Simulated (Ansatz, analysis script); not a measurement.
# Collinear and non-collinear states of a free-standing triangular Os monolayer, spacing 3.288 Å, part 2 of 2

Do the moments of a free-standing triangular Os monolayer, spacing 3.288 Å prefer to cant? Several patterns are started on spinors.

Ansatz 0.2.0; LDA, PAW set soft_2 (files made for PBE).

So far, integrated |m| (μB): step 2 (starting state) 9.83.

## (6) Start: tetrahedral, directions locked

Level of this step: Ansatz DFT on spinors from a typed pattern of moment directions; LDA, PAW default (Ansatz).

input.yaml

```yaml
crystal:
  lattice:
    - [6.576, 0.0, 0.0]
    - [-3.288, 5.694984, 0.0]
    - [0.0, 0.0, 14.0]
  atoms:
    - { symbol: Os, position: [0.0, 0.0, 0.5], spin: 2.22, spin_axis: [0.57735, 0.57735, 0.57735] }
    - { symbol: Os, position: [0.0, 0.5, 0.5], spin: 2.22, spin_axis: [0.57735, -0.57735, -0.57735] }
    - { symbol: Os, position: [0.5, 0.0, 0.5], spin: 2.22, spin_axis: [-0.57735, 0.57735, -0.57735] }
    - { symbol: Os, position: [0.5, 0.5, 0.5], spin: 2.22, spin_axis: [-0.57735, -0.57735, 0.57735] }
kpoints:
  mp_grid: { grid: [10, 10, 1] }
hamiltonian:
  xc: lda
scf:
  occupations: { method: fermi_dirac, width: 0.1 }
  max_iter: 120
  convergence: { dr2_threshold: 1.0e-08 }
  lower_state_search: "off"
basis:
  ecutwfc: 420.0
magnetization:
  noncollinear: true
  spin_locking: { lock_directions: true }
```

Run with:

```
$ ansatz run input.yaml --threads 2 --pin off --max-ram 8192MiB --backend cpu --events-out ev --progress --plain --runs-dir out
```

Numbers of over 12 decimals in the logs are rounded to 6 here.

Output:

```text
[...]
Crystal: 4 atoms, lattice volume = 524.303 Å³
Basis set: ecut = 420 eV, 10115 PW (Γ)
Bands: 78, of which v1, the nominal top of the filled ones, is band 64 counted from 1 (63 counted from 0)
Symmetry: 48 space group operations + 48 with time reversal
[...]
k-points: 14 of 100 (time reversal used)
[...]
Starting moments: Σ|m| = 8.88 μB on 4 of 4 sites
[...]
k-point 0: bands = [... 60 lower, -1.9493, -1.9493, -1.6807, -1.6807, -1.4600, -1.4600, -1.3417, -1.3417, ... 12 higher]
  k-point 1: bands = [... 60 lower, -1.9628, -1.9628, -1.6888, -1.6888, -1.5242, -1.5242, -1.3772, -1.3772, ... 12 higher]
  k-point 2: bands = [... 60 lower, -1.9990, -1.9990, -1.9164, -1.9164, -1.8290, -1.8290, -1.7137, -1.7137, ... 12 higher]
  k-point 13: bands = [... 60 lower, -2.4784, -2.4784, -2.0818, -2.0818, -2.0307, -2.0307, -1.8662, -1.8662, ... 12 higher]
[key lines of the parts left out:]
SCF converged after 16 iterations (12 of them on 78 bands)
Magnetization: |M| = 0.0000 μB,  M = (-0.0000, -0.0000, -0.0000) μB
Free energy (F): -44447.387940 eV
Fermi energy:    -2.069094 eV
```

The job ended after 2.7 min (2 threads of Arm Neoverse V1, shared host; peak memory 1.7 GiB; 5.3 min of CPU time).

It ends non-coplanar compensated; the largest site carries 2.23 μB.

Spin moment in the atom's sphere by atom:

```csv
atom,x (μB),y (μB),z (μB),size
Os1,1.29,1.29,1.29,2.23
Os2,1.29,-1.29,-1.29,2.23
Os3,-1.29,1.29,-1.29,2.23
Os4,-1.29,-1.29,1.29,2.23
```

## (7) Start: random 2

input.yaml, the sections that differ from step 6:

```yaml
crystal:
  lattice:
    - [6.576, 0.0, 0.0]
    - [-3.288, 5.694984, 0.0]
    - [0.0, 0.0, 14.0]
  atoms:
    - { symbol: Os, position: [0.0, 0.0, 0.5], spin: 2.22, spin_axis: [-0.168781, 0.980822, -0.097473] }
    - { symbol: Os, position: [0.0, 0.5, 0.5], spin: 2.22, spin_axis: [-0.244691, -0.951123, -0.188393] }
    - { symbol: Os, position: [0.5, 0.0, 0.5], spin: 2.22, spin_axis: [-0.340033, 0.731979, 0.59041] }
    - { symbol: Os, position: [0.5, 0.5, 0.5], spin: 2.22, spin_axis: [0.122994, 0.849156, 0.513621] }
magnetization:
  noncollinear: true
# kpoints, hamiltonian, scf, basis: as in step 6
```

Output:

```text
[...]
Crystal: 4 atoms, lattice volume = 524.303 Å³
Basis set: ecut = 420 eV, 10115 PW (Γ)
Bands: 78, of which v1, the nominal top of the filled ones, is band 64 counted from 1 (63 counted from 0)
Symmetry: 4 space group operations
[...]
k-points: 52 of 100
[...]
Starting moments: Σ|m| = 8.88 μB on 4 of 4 sites
[...]
k-point 0: bands = [... 60 lower, -1.5603, -1.5603, -1.5603, -1.5049, -1.5049, -1.5049, -1.3895, -1.3895, ... 12 higher]
  k-point 1: bands = [... 60 lower, -1.7275, -1.7275, -1.5828, -1.5666, -1.5617, -1.5617, -1.4239, -1.4239, ... 12 higher]
  k-point 2: bands = [... 60 lower, -2.2243, -2.2243, -1.9969, -1.7396, -1.6588, -1.5655, -1.5655, -1.5178, ... 12 higher]
  k-point 51: bands = [... 60 lower, -2.6184, -2.6184, -2.5922, -2.5922, -2.2933, -2.2933, -1.9554, -1.9554, ... 12 higher]
[key lines of the parts left out:]
SCF converged after 59 iterations (56 of them on 78 bands)
Magnetization: |M| = 9.8129 μB,  M = (-7.0523, +4.8051, +4.8445) μB
Free energy (F): -44447.617931 eV
Fermi energy:    -2.127024 eV
```

Elapsed: 48 min, on 2 threads; peak memory 7.4 GiB; 1.6 h of CPU time.

It ends ferromagnetic; the largest site carries 2.22 μB.

Spin moment in the atom's sphere by atom:

```csv
atom,x (μB),y (μB),z (μB),size
Os1,-1.60,1.09,1.10,2.22
Os2,-1.60,1.09,1.10,2.22
Os3,-1.60,1.09,1.10,2.22
Os4,-1.60,1.09,1.10,2.22
```

## (8) Start: 90 degrees in a plane, directions locked

input.yaml, the sections that differ from step 7:

```yaml
crystal:
  lattice:
    - [6.576, 0.0, 0.0]
    - [-3.288, 5.694984, 0.0]
    - [0.0, 0.0, 14.0]
  atoms:
    - { symbol: Os, position: [0.0, 0.0, 0.5], spin: 2.22, spin_axis: [1.0, 0.0, 0.0] }
    - { symbol: Os, position: [0.0, 0.5, 0.5], spin: 2.22, spin_axis: [0.0, 1.0, 0.0] }
    - { symbol: Os, position: [0.5, 0.0, 0.5], spin: 2.22, spin_axis: [-1.0, 0.0, 0.0] }
    - { symbol: Os, position: [0.5, 0.5, 0.5], spin: 2.22, spin_axis: [0.0, -1.0, 0.0] }
magnetization:
  noncollinear: true
  spin_locking: { lock_directions: true }
# kpoints, hamiltonian, scf, basis: as in step 7
```

Output:

```text
[...]
Crystal: 4 atoms, lattice volume = 524.303 Å³
Basis set: ecut = 420 eV, 10115 PW (Γ)
Bands: 78, of which v1, the nominal top of the filled ones, is band 64 counted from 1 (63 counted from 0)
Symmetry: 32 space group operations + 32 with time reversal
[...]
k-points: 31 of 100
[...]
Starting moments: Σ|m| = 8.88 μB on 4 of 4 sites
[...]
k-point 0: bands = [... 60 lower, -1.9039, -1.9039, -1.6850, -1.6850, -1.5072, -1.5072, -1.3211, -1.3211, ... 12 higher]
  k-point 1: bands = [... 60 lower, -1.9145, -1.9145, -1.6968, -1.6968, -1.5262, -1.5262, -1.4105, -1.4105, ... 12 higher]
  k-point 2: bands = [... 60 lower, -1.9367, -1.9367, -1.9353, -1.9353, -1.8569, -1.8569, -1.7348, -1.7348, ... 12 higher]
  k-point 30: bands = [... 60 lower, -2.5317, -2.5317, -2.2155, -2.2155, -2.1326, -2.1326, -2.0035, -2.0035, ... 12 higher]
[key lines of the parts left out:]
SCF converged after 22 iterations (18 of them on 78 bands)
Magnetization: |M| = 0.0000 μB,  M = (+0.0000, -0.0000, -0.0000) μB
Free energy (F): -44447.394947 eV
Fermi energy:    -2.070376 eV
```

It took 6.3 min on 2 threads; peak memory 2.4 GiB; 12 min of CPU time.

It ends coplanar compensated; the largest site carries 2.22 μB.

## (9) Start: collinear ++--, directions locked

input.yaml, the sections that differ from step 8:

```yaml
crystal:
  lattice:
    - [6.576, 0.0, 0.0]
    - [-3.288, 5.694984, 0.0]
    - [0.0, 0.0, 14.0]
  atoms:
    - { symbol: Os, position: [0.0, 0.0, 0.5], spin: 2.22, spin_axis: [0.0, 0.0, 1.0] }
    - { symbol: Os, position: [0.0, 0.5, 0.5], spin: 2.22, spin_axis: [0.0, 0.0, 1.0] }
    - { symbol: Os, position: [0.5, 0.0, 0.5], spin: 2.22, spin_axis: [0.0, 0.0, -1.0] }
    - { symbol: Os, position: [0.5, 0.5, 0.5], spin: 2.22, spin_axis: [0.0, 0.0, -1.0] }
# kpoints, hamiltonian, scf, basis, magnetization: as in step 8
```

Output:

```text
[...]
Crystal: 4 atoms, lattice volume = 524.303 Å³
Basis set: ecut = 420 eV, 10115 PW (Γ)
Bands: 78, of which v1, the nominal top of the filled ones, is band 64 counted from 1 (63 counted from 0)
Symmetry: 32 space group operations + 32 with time reversal
[...]
k-points: 31 of 100
[...]
Starting moments: Σ|m| = 8.88 μB on 4 of 4 sites
[...]
k-point 0: bands = [... 60 lower, -1.7334, -1.7334, -1.7101, -1.7101, -1.7006, -1.7006, -1.3015, -1.3015, ... 12 higher]
  k-point 1: bands = [... 60 lower, -1.7486, -1.7486, -1.7320, -1.7320, -1.7218, -1.7218, -1.4995, -1.4995, ... 12 higher]
  k-point 2: bands = [... 60 lower, -2.0042, -2.0042, -1.8186, -1.8186, -1.7848, -1.7848, -1.7640, -1.7640, ... 12 higher]
  k-point 30: bands = [... 60 lower, -2.7143, -2.7143, -2.7020, -2.7020, -2.4640, -2.4640, -2.0979, -2.0979, ... 12 higher]
[key lines of the parts left out:]
SCF converged after 22 iterations (13 of them on 78 bands)
Magnetization: |M| = 0.0000 μB,  M = (+0.0000, +0.0000, -0.0000) μB
Free energy (F): -44447.411524 eV
Fermi energy:    -2.078778 eV
```

Wall time 6.2 min (2 threads); peak memory 2 GiB; 12 min of CPU time.

It ends antiferromagnetic; the largest site carries 2.22 μB.

## (10) Side runs that gave no result

| changed | outcome |
| --- | --- |
| magnetization | cut off at the time limit |

## (11) The textures side by side

The last two columns average e·e over the pairs of the two nearest shells of magnetic atoms: 1 is parallel, −1 opposed.

The states reached:

```csv
start,final state,energy (meV/magnetic atom),net moment (μB/cell),mean moment (μB),least moment (μB),typed angles to the first (deg),final angles to the first (deg),triple product of the first three,"mean cosine, nearest magnetic neighbours",second shell
ferro,ferromagnetic,0,9.813,2.224,2.224,0 0 0,0 0 0,0,1,1
random 1,ferromagnetic,0,9.813,2.224,2.224,56 92 138,0 0 0,0,1,1
tetrahedral,non-coplanar compensated,57.5,0,2.226,2.226,109 109 109,109 109 109,0.7698,-0.33,-0.33
random 2,ferromagnetic,0,9.813,2.224,2.224,151 44 40,0 0 0,0,1,1
90 degrees in a plane,coplanar compensated,55.75,0,2.225,2.225,90 180 90,90 180 90,0,-0.33,-0.33
collinear ++--,antiferromagnetic,51.6,0,2.217,2.217,0 180 180,0 180 180,0,-0.33,-0.33
```

## (12) Outcome

| Quantity | Value |
| --- | --- |
| lowest state found | ferromagnetic |
| mean cosine between nearest magnetic neighbours there | 1.0 |
| net moment of the lowest state | 9.81 μB a cell |
| mean moment in the lowest state | 2.22 μB |

What this shows: The lowest state found is ferromagnetic, reached from the start «ferro», 51.6 meV a magnetic atom under the next one (antiferromagnetic). 3 of the 6 converged starts end within 0.1 meV of the lowest. 2 starts left the typed angles, so their energies belong to the state reached. Without spin–orbit coupling only the angles between moments count. Only the listed patterns were tried; a locked pattern need not be stationary. The 6 spinor runs took 83 min of wall time, added up. Energies are free energies at a smearing of 0.1 eV, and with partly filled levels differences shift, at times strongly, as the smearing goes to zero. The cell was taken as built, with atoms unrelaxed.

[Logs and program files are shortened in this print: banners, set-up blocks, solver, clock and traceback lines can be left out without a mark of their own.]

[Logs are printed without paths, hosts, clocks, repeated set-up lines and the standing remarks that a program may print on its own settings, such as how far it seeks lower states.]

[Hosts, paths, dates, database ids (printed as entryN), source tags and the programs' standing remarks are cut or masked in the printed files.]
